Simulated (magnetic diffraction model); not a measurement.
# Li4TbMn4Al4 below its ordering temperature

Space group I4/mmm (no. 139), a = 8.8040 Å, c = 5.1310 Å.

| site | atom | x | y | z |
| --- | --- | --- | --- | --- |
| 2a | Tb | 0 | 0 | 0 |
| 8j | Mn | 0 | 0.7764 | 1/2 |
| 8i | Al | 0 | 0.3429 | 0 |
| 8f | Li | 1/4 | 3/4 | 1/4 |

The compound is invented for this exercise: a known structure type with other elements, its cell scaled to their sizes and not relaxed.

Only Tb is taken to order (form factors of Tb3+); orders and moment sizes are assumed, and not adapted to the symmetry. Radiation: neutrons of λ = 1.909 Å, 3° to 80°; isotropic B of 0.52 Å² (Tb), 0.62 Å² (Mn), 0.69 Å² (Al) and 0.94 Å² (Li). The intensities are simulated: I ∝ L Σ (|F_N|² + |F_M⊥|²) for unpolarised neutrons, with F_M = 2.695 fm/μB × Σ f(s) S exp(2πi Q·r) exp(−B s²) at Q = H ± k (one set where k and −k are equivalent), only the part normal to Q counting and L = 1/(sin²θ cos θ). For collinear order S is the moment m, which repeats by lattice and centring translations R with the sign exp(−2πi k·R). Form factors are spin-only for 3d ions and dipole or tabulated for f ions, scattering lengths are Sears's of 1992, and absorption is left out. A label names one of the reflections at its angle. The strongest nuclear line in the range is 100, and lines under 0.2 are left out.

Above the ordering temperature:

```
2θ (°)    index      I
 17.64  (1 1 0)    1.9
 24.87  (1 0 1)  100.0
 25.05  (2 0 0)   47.1
 35.59  (2 1 1)    6.6
 35.72  (2 2 0)    5.0
 40.10  (3 1 0)   17.6
 43.68  (0 0 2)    4.4
 44.01  (3 0 1)   57.0
 47.46  (1 1 2)    0.6
 51.02  (2 0 2)    1.0
 51.40  (4 0 0)    4.4
 54.77  (3 3 0)   24.4
 57.65  (2 2 2)   31.6
 57.92  (4 1 1)    4.1
 58.01  (4 2 0)    4.2
 60.79  (3 1 2)   16.8
 67.12  (5 1 0)    0.9
 69.29  (1 0 3)   15.6
 69.69  (4 0 2)    0.5
 69.94  (5 0 1)   39.0
 72.54  (3 3 2)   31.0
 74.96  (2 1 3)    1.8
```
(The table stops after 22 lines; 4 more lie at higher angle.)

Below it (cell unchanged):

```csv
2θ (°),I
12.45,114.0
17.64,1.9
21.44,36.5
24.87,100.0
25.05,47.1
27.90,65.3
28.06,40.4
33.20,39.2
35.59,6.6
35.72,5.0
37.96,10.0
40.10,17.6
42.04,19.8
43.68,4.4
44.01,57.0
45.60,24.4
45.92,30.7
46.02,12.4
47.46,0.6
51.02,1.0
51.40,4.4
52.73,29.7
53.10,8.6
54.77,24.4
56.31,8.4
57.65,31.6
57.92,4.1
58.01,4.2
59.23,10.0
59.49,7.2
60.79,16.8
62.57,12.4
65.32,14.3
65.65,7.2
67.12,0.9
67.85,2.2
```
(The table stops after 36 lines; 16 more lie at higher angle.)

**Question.** Find the propagation vector, then choose among these models:
A. collinear moments along [110], 7.8 μB on Tb
B. collinear moments along [001], 7.8 μB on Tb
C. collinear moments along [010], 7.8 μB on Tb

The new lines index as (1 0 0) at 12.45°, (0 0 1) at 21.44°, (1 1 1) at 27.90° and (2 1 0) at 28.06°, that is as H ± k with k = (0 1 0). The indices are whole but break the lattice centring, so the moments reverse under a centring translation, those with k·t a half-integer.

Magnetic intensity, observed (below minus above) and for each model:

| 2θ (°) | index | observed | A | B | C |
| --- | --- | --- | --- | --- | --- |
| 12.45 | (1 0 0) | 114.0 | 114.0 | 227.9 | 114.0 |
| 21.44 | (0 0 1) | 36.5 | 36.5 | <0.2 | 36.5 |
| 27.90 | (1 1 1) | 65.3 | 65.3 | 33.1 | 65.3 |
| 28.06 | (2 1 0) | 40.4 | 40.4 | 80.8 | 40.4 |
| 37.96 | (3 0 0) | 10.0 | 10.0 | 20.0 | 10.0 |
| 45.60 | (1 0 2) | 24.4 | 24.4 | 2.0 | 24.4 |
| 46.02 | (3 2 0) | 12.4 | 12.4 | 24.8 | 12.4 |
| 52.73 | (2 1 2) | 29.7 | 29.7 | 10.4 | 29.7 |

Models A and C match alike on every line, so these data can't choose among them (such ties are often domains of one structure): a powder sees only the angle between collinear moments and the unique axis of a uniaxial spin configuration, and no direction at all where the configuration is cubic.

The structure used: k = (0 1 0), collinear moments along [110], 7.8 μB on Tb.

[Logs are printed without paths, hosts, clocks, repeated set-up lines and the standing remarks that a program may print on its own settings, such as how far it seeks lower states.]
